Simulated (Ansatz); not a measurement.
**SrLiH3 (model cell, started as cubic perovskite with Sr in the octahedra): following an unstable mode**

Which phase does SrLiH3 (model cell, started as cubic perovskite with Sr in the octahedra) fall into along its unstable mode, and how much energy does it gain?

Program: Ansatz 0.2.0. Level of theory: DFT PBEsol, scalar-relativistic, plane waves, PAW; PAW set soft_1. Values are calculated unless marked as measured.

This is a report of a sequence of runs, with the program logs left out and the cost of each run kept.

The structure was built from a prototype and need not be the compound's stable phase.

## (1) The starting structure

The structure is cubic, space group Pm-3m (No. 221). Conventional cell: a = 4.592 Å, b = 4.592 Å, c = 4.592 Å, α = 90.00°, β = 90.00°, γ = 90.00°. Nearest to Li lie 12 H at 3.25 Å. Sr has 6 H at 2.30 Å nearest. H has 2 Sr at 2.30 Å nearest. Farther neighbours, and contacts between anions beyond the nearest, are not listed.

Structure file:

```cif
data_structure
_symmetry_space_group_name_H-M 'Pm-3m'
_symmetry_Int_Tables_number 221
_cell_length_a 4.5924
_cell_length_b 4.5924
_cell_length_c 4.5924
_cell_angle_alpha 90.000
_cell_angle_beta 90.000
_cell_angle_gamma 90.000
_cell_volume 96.85
loop_
_atom_site_label
_atom_site_type_symbol
_atom_site_symmetry_multiplicity
_atom_site_Wyckoff_symbol
_atom_site_fract_x
_atom_site_fract_y
_atom_site_fract_z
_atom_site_occupancy
Li1 Li 1 a 0.00000 0.00000 0.00000 1
Sr1 Sr 1 b 0.50000 0.50000 0.50000 1
H1 H 3 c 0.50000 0.50000 0.00000 1
```

## (2) Phonons on a q mesh

Stability and thermal properties need the whole zone. Linear response on a 4×4×4 q mesh gives force constants as far as a supercell of that size would, and the tensors from the zone-centre run are typed in so that the long-range dipole term is interpolated apart.

Contents of input.yaml:

```yaml
crystal:
  lattice:
    - [4.5923518809, 0.0, 0.0]
    - [0.0, 4.5923518809, 0.0]
    - [0.0, 0.0, 4.5923518809]
  atoms:
    - { symbol: Li, position: [0.0, 0.0, 0.0] }
    - { symbol: Sr, position: [0.5, 0.5, 0.5] }
    - { symbol: H, position: [0.5, 0.5, 0.0] }
    - { symbol: H, position: [0.5, 0.0, 0.5] }
    - { symbol: H, position: [0.0, 0.5, 0.5] }
kpoints:
  mp_grid: { grid: [8, 8, 8] }
hamiltonian:
  xc: pbesol
  pseudopotentials: { kind: paw, azcp: { folder: soft_1 }, xc_functional: pbe }
scf:
  occupations: { method: fixed }
output:
  eigenvalues: true
phonons:
  method: dfpt
  qmesh: [4, 4, 4]
  temperatures: { t_max: 1000, t_step: 50 }
  qpath:
    path:
      - [[0.0, 0.0, 0.0], [0.0, 0.5, 0.0], [0.5, 0.5, 0.0], [0.0, 0.0, 0.0], [0.5, 0.5, 0.5], [0.0, 0.5, 0.0]]
      - [[0.5, 0.5, 0.5], [0.5, 0.5, 0.0]]
    npoints: 10
  non_analytic_term:
    high_frequency_dielectric_tensor: [[3.8413, 0.0, 0.0], [0.0, 3.8413, 0.0], [0.0, 0.0, 3.8413]]
    born_effective_charges:
      - { species: Li, tensor: [[1.4247, 0.0, 0.0], [0.0, 1.4247, 0.0], [0.0, 0.0, 1.4247]] }
      - { species: Sr, tensor: [[1.5962, 0.0, 0.0], [0.0, 1.5962, 0.0], [0.0, 0.0, 1.5962]] }
      - { species: H, tensor: [[-1.0174, 0.0, 0.0], [0.0, -1.0174, 0.0], [0.0, 0.0, -0.986]] }
      - { species: H, tensor: [[-1.0174, 0.0, 0.0], [0.0, -0.986, 0.0], [0.0, 0.0, -1.0174]] }
      - { species: H, tensor: [[-0.986, 0.0, 0.0], [0.0, -1.0174, 0.0], [0.0, 0.0, -1.0174]] }
    source: "zone-centre run at this cell"
```

Command:

```bash
$ ansatz run input.yaml --threads 8 --pin off --max-ram 16384MiB --backend cpu --events-out ev --progress --plain --runs-dir out
```

Run time: 2.1 min. Hardware: 8 threads of Intel Xeon at 2.60GHz (Ice Lake), shared host; peak memory 1.5 GiB.

Read from the output:

- gap on the k-mesh: 1.663 eV
- volume per atom: 19.37 Å³
- sum-rule residual before enforcement: 4.13e-5 eV/Å²
- lowest frequency on the path: -559.8 cm⁻¹
- point group: m-3m
- highest frequency on path, mesh or solved points: 1389 cm⁻¹
- highest optical mode at the zone centre (no LO-TO term): 1287 cm⁻¹
- lowest optical zone-centre mode: -421.1 cm⁻¹
- lowest mode on the q mesh (acoustic modes at Γ apart): -559.8 cm⁻¹

Frequencies (cm⁻¹) solved at each irreducible wavevector; negative means imaginary. Frequencies by wavevector, by row:

```
q in reciprocal lattice units  star  mode 1  mode 2  mode 3  mode 4  mode 13  mode 14  mode 15
                        0 0 0     1  -421.1  -421.1  -421.1    -419     1287     1287     1287
                     0 0 0.25     6  -409.7  -409.7  -380.7  -380.7     1287     1287     1351
                     0 0 -0.5     3  -396.8  -396.8    -347    -347     1286     1286     1363
                  0 0.25 0.25    12  -478.1  -380.4  -370.6    -357     1286     1296     1357
                  0 0.25 -0.5    12  -495.2  -370.5  -340.8  -323.3     1286     1299     1367
                  0 -0.5 -0.5     3  -553.5  -361.7  -361.7  -282.1     1286     1307     1376
               0.25 0.25 0.25     8  -491.8  -465.5  -465.5  -280.3     1296     1296     1363
               0.25 0.25 -0.5    12  -508.7  -478.7  -471.8  -294.2     1295     1300     1373
               0.25 -0.5 -0.5     6  -556.6  -495.7  -495.7  -283.4     1297     1306     1381
               -0.5 -0.5 -0.5     1  -559.8  -559.8  -559.8  -280.4     1306     1306     1389
```

Interpolated from a 4×4×4 q mesh, with the LO-TO term (at Γ the limit along the path). Phonon branches along the path, in cm⁻¹:

```
    point  branch 1  branch 2  branch 3  branch 4  branch 12  branch 13  branch 14  branch 15
        Γ      -421      -421      -421      -419        412       1287       1287       1341
  halfway      -410      -410      -381      -381        432       1287       1287       1351
        X      -397      -397      -347      -347        452       1286       1286       1363
  halfway      -495      -370      -341      -323        473       1286       1299       1367
        M      -554      -362      -362      -282        488       1286       1307       1376
  halfway      -478      -380      -371      -357        451       1286       1296       1357
        Γ      -421      -421      -421      -419        412       1287       1287       1341
  halfway      -492      -466      -466      -280        469       1296       1296       1363
        R      -560      -560      -560      -280        523       1306       1306       1389
  halfway      -509      -479      -472      -294        491       1295       1300       1373
        X      -397      -397      -347      -347        452       1286       1286       1363
jump to R      -560      -560      -560      -280        523       1306       1306       1389
  halfway      -557      -496      -496      -283        507       1297       1306       1381
        M      -554      -362      -362      -282        488       1286       1307       1376
```

Symmetry leaves 10 wavevectors to solve. The lowest mode among them, the acoustic zeros apart, lies at q = (-0.5, -0.5, -0.5) and is imaginary, 559.8i cm⁻¹, so the energy falls along it.

## (3) The mode frozen in, largest atomic shift 0 Å

The mode followed lies at q = (-0.5, -0.5, -0.5) with frequency 559.8i cm⁻¹ and is 3-fold degenerate, the softest among the wavevectors solved. At small amplitude the pattern taken leaves space group no. 140 by a symmetry search on the positions. The undistorted cell that holds it gives the zero of energy on the same k mesh.

System of this step: SrLiH3 (model cell, started as cubic perovskite with Sr in the octahedra). Symmetry: Pm-3m, No. 221, cubic system. The conventional cell has a = 4.592 Å, b = 4.592 Å, c = 4.592 Å, α = 90.00°, β = 90.00°, γ = 90.00°. Li has 12 H at 3.25 Å nearest. Sr has 6 H at 2.30 Å nearest. Nearest to H lie 2 Sr at 2.30 Å. Farther neighbours, and contacts between anions beyond the nearest, are not listed.

Contents of input.yaml:

```yaml
crystal:
  lattice:
    - [4.5923518809, 4.5923518809, 0.0]
    - [4.5923518809, 0.0, 4.5923518809]
    - [4.5923518809, 0.0, -4.5923518809]
  atoms:
    - { symbol: Li, position: [0.0, 0.0, 0.0] }
    - { symbol: Li, position: [0.0, 0.5, 0.5] }
    - { symbol: Sr, position: [0.5, 0.25, 0.75] }
    - { symbol: Sr, position: [0.5, 0.75, 0.25] }
    - { symbol: H, position: [0.5, 0.0, 0.0] }
    - { symbol: H, position: [0.5, 0.5, 0.5] }
    - { symbol: H, position: [0.0, 0.5, 0.0] }
    - { symbol: H, position: [0.0, 0.0, 0.5] }
    - { symbol: H, position: [0.5, 0.0, 0.5] }
    - { symbol: H, position: [0.5, 0.5, 0.0] }
kpoints:
  mp_grid: { grid: [6, 6, 6] }
hamiltonian:
  xc: pbesol
  pseudopotentials: { kind: paw, azcp: { folder: soft_1 }, xc_functional: pbe }
scf:
  occupations: { method: gaussian, width: 0.02 }
output:
  forces: true
  stress: true
  eigenvalues: true
```

Run time: 0.87 s. Hardware: 8 threads; peak memory 0.65 GiB; 4.7 s of CPU time.

Read from the output:

* pressure: -0.002369 GPa
* energy from the undistorted cell: 0 meV/atom

At this level the gap is 1.66 eV on the k-mesh of the self-consistent run, which can miss the band edges.

## (4) The mode frozen in, largest atomic shift 0.6 Å

The atoms are moved along the unstable eigenvector, the largest shift by 0.6 Å, with the cell fixed.

input.yaml, the sections that differ from step 3:

```yaml
crystal:
  lattice:
    - [4.5923518809, 4.5923518809, 0.0]
    - [4.5923518809, 0.0, 4.5923518809]
    - [4.5923518809, 0.0, -4.5923518809]
  atoms:
    - { symbol: Li, position: [0.0, 0.0, 0.0] }
    - { symbol: Li, position: [0.0, 0.5, 0.5] }
    - { symbol: Sr, position: [0.5, 0.25, 0.75] }
    - { symbol: Sr, position: [0.5, 0.75, 0.25] }
    - { symbol: H, position: [0.5, -0.0653260046, -0.0653260046] }
    - { symbol: H, position: [0.5, 0.5653260046, 0.5653260046] }
    - { symbol: H, position: [0.0, 0.5, 0.0] }
    - { symbol: H, position: [0.0, 0.0, 0.5] }
    - { symbol: H, position: [0.5, 0.0653260046, 0.4346739954] }
    - { symbol: H, position: [0.5, 0.4346739954, 0.0653260046] }
# kpoints, hamiltonian, scf, output: as in step 3
```

Wall time 1.2 s (8 threads); peak memory 0.69 GiB.

Read from the output:

```
pressure                         : -1.184 GPa
gap on the k-mesh                : 1.674 eV
energy from the undistorted cell : -59.59 meV/atom
```

The energy, extrapolated to zero smearing, is -59.59 meV/atom against the undistorted cell.

The run ends at a pressure of -1.18 GPa, with forces up to 0.33 eV/Å.

## (5) Energy along the mode, all amplitudes (two of the runs are shown above)

An imaginary frequency means negative curvature, so the energy should fall and then rise again as anharmonic terms take over.

This step gave:

- depth at the lowest point sampled: 59.59 meV/atom
- largest atomic shift at that point: 0.6 Å

Table of energy from the parent by largest atomic shift:

```
largest atomic shift (Å)  energy from the parent (meV/atom)
                   0.000                                  0
                   0.040                             -0.371
                   0.080                              -1.48
                   0.140                              -4.47
                   0.220                              -10.7
                   0.320                              -21.6
                   0.450                              -38.9
                   0.600                              -59.6
```

Displacement at unit largest shift by atom:

```
atom  x (Å)  y (Å)  z (Å)  size
 Li1   0.00   0.00   0.00  0.00
 Li2   0.00   0.00   0.00  0.00
 Sr3   0.00   0.00   0.00  0.00
 Sr4   0.00   0.00   0.00  0.00
  H5  -1.00   0.00   0.00  1.00
  H6   1.00   0.00   0.00  1.00
  H7   0.00   0.00   0.00  0.00
  H8   0.00   0.00   0.00  0.00
  H9   0.00   0.00   1.00  1.00
 H10   0.00   0.00  -1.00  1.00
```

The energy still falls at the last step, so the rise lies beyond the steps tried.

## (6) Relaxing from the distorted cell

Starting from the lowest point found, all atoms and the cell are let go, so that strain and other modes of the same symmetry can join in.

Edit input.yaml of step 4 so:

```diff
@@ -22,3 +22,3 @@
 scf:
-  occupations: { method: gaussian, width: 0.02 }
+  occupations: { method: fixed }
 output:
@@ -27 +27,6 @@
   eigenvalues: true
+relax:
+  adjacent_minimum: "off"
+  f_tol: 0.002
+  max_steps: 120
+  cell: { stress_tol: 0.03 }
```

Run time: 7.5 s. Hardware: 8 threads; peak memory 0.75 GiB.

Relaxation path:

```
step  energy less that of the first step (eV)  largest force component (eV/Å)  pressure (GPa)  volume (Å³)
   1                                   0.0000                          0.3260           -1.18       193.70
   2                                  -0.2717                          0.2096           -1.02       185.90
   3                                  -0.3969                          0.0351            0.16       172.06
   4                                  -0.3993                          0.0016           -0.02       173.41
   5                                  -0.3994                          0.0017            0.01       173.28
  6*                                  -0.3955                          0.0018           -0.01       173.28
```

Relaxation steps marked * repeat the geometry before them on a plane-wave basis chosen anew for their cell, so energy and pressure can jump there.

The run keeps the 16 symmetry operations that the program found, so distortions that break them were not tested.

```
conventional cell, symmetrised  before  after   change
                         a (Å)   6.495  6.260   -3.6 %
                         b (Å)   6.495  6.260   -3.6 %
                         c (Å)   9.185  8.844   -3.7 %
              volume (Å³/atom)   19.37  17.33  -10.5 %
```

The atoms that moved most (Å, as changes of fractional coordinates times the final cell):

```
atom      dx     dy      dz  length
  H6   0.356  0.000   0.000   0.356
  H5  -0.356  0.000   0.000   0.356
  H9   0.000  0.000   0.356   0.356
 H10   0.000  0.000  -0.356   0.356
```

The relaxed structure:

```cif
data_structure
_symmetry_space_group_name_H-M 'P 1'
_symmetry_Int_Tables_number 1
_cell_length_a 6.2568
_cell_length_b 6.2598
_cell_length_c 6.2598
_cell_angle_alpha 90.000
_cell_angle_beta 59.984
_cell_angle_gamma 59.984
_cell_volume 173.28
loop_
_atom_site_label
_atom_site_type_symbol
_atom_site_fract_x
_atom_site_fract_y
_atom_site_fract_z
_atom_site_occupancy
Li1 Li 0.00000 0.00000 0.00000 1
Li2 Li 0.00000 0.50000 0.50000 1
Sr3 Sr 0.50000 0.25000 0.75000 1
Sr4 Sr 0.50000 0.75000 0.25000 1
H5 H 0.50000 0.89441 0.89441 1
H6 H 0.50000 0.60559 0.60559 1
H7 H 0.00000 0.50000 0.00000 1
H8 H 0.00000 0.00000 0.50000 1
H9 H 0.50000 0.10559 0.39441 1
H10 H 0.50000 0.39441 0.10559 1
```

Read from the output:

- pressure: -0.01283 GPa
- gap on the k-mesh: 1.215 eV
- volume per atom: 17.33 Å³

The distorted start has space group I4/mcm; the relaxation ends in I4/mcm.

## (7) The new phase in its own primitive cell

The relaxed structure is symmetrised, reduced to its primitive cell and relaxed tightly, as its phonons need.

input.yaml, the sections that differ from step 6:

```yaml
crystal:
  lattice:
    - [-3.1299049874, 3.1299049874, 4.4221155937]
    - [3.1299049874, -3.1299049874, 4.4221155937]
    - [3.1299049874, 3.1299049874, -4.4221155937]
  atoms:
    - { symbol: Li, position: [0.75, 0.25, 0.5] }
    - { symbol: Li, position: [0.25, 0.75, 0.5] }
    - { symbol: Sr, position: [0.5, 0.5, 0.0] }
    - { symbol: Sr, position: [0.0, 0.0, 0.0] }
    - { symbol: H, position: [0.6444148464, 0.8555851536, 0.5] }
    - { symbol: H, position: [0.3555851536, 0.1444148464, 0.5] }
    - { symbol: H, position: [0.75, 0.75, 0.0] }
    - { symbol: H, position: [0.25, 0.25, 0.0] }
    - { symbol: H, position: [0.1444148464, 0.6444148464, 0.7888296928] }
    - { symbol: H, position: [0.8555851536, 0.3555851536, 0.2111703072] }
relax:
  adjacent_minimum: "off"
  f_tol: 0.001
  max_steps: 60
  cell: { stress_tol: 0.01 }
# kpoints, hamiltonian, scf, output: as in step 6
```

Wall time 3.3 s (8 threads); peak memory 0.71 GiB; 22 s of CPU time.

Little changed from the start: no atom moved by 0.005 Å and no cell edge by 0.1 %.

Read from the output:

```
pressure           : -0.002393 GPa
gap on the k-mesh  : 1.211 eV
volume per atom    : 17.32 Å³
direct gap on mesh : 1.815 eV
```

The largest force component left is 0.051 meV/Å and the pressure is -0.002 GPa, within the tolerances set. The cell now holds 17.32 Å³/atom.

[end of part 1 of 2]

[Long decimals in the printed logs are rounded to 6 places.]

[Logs are printed without paths, hosts, clocks, repeated set-up lines and the standing remarks that a program may print on its own settings, such as how far it seeks lower states.]

[Hosts, paths, dates, database ids (printed as entryN), source tags and the programs' standing remarks are cut or masked in the printed files.]

[Where the starting crystal was built by hand or by swapping elements, it need not be the compound's stable phase.]
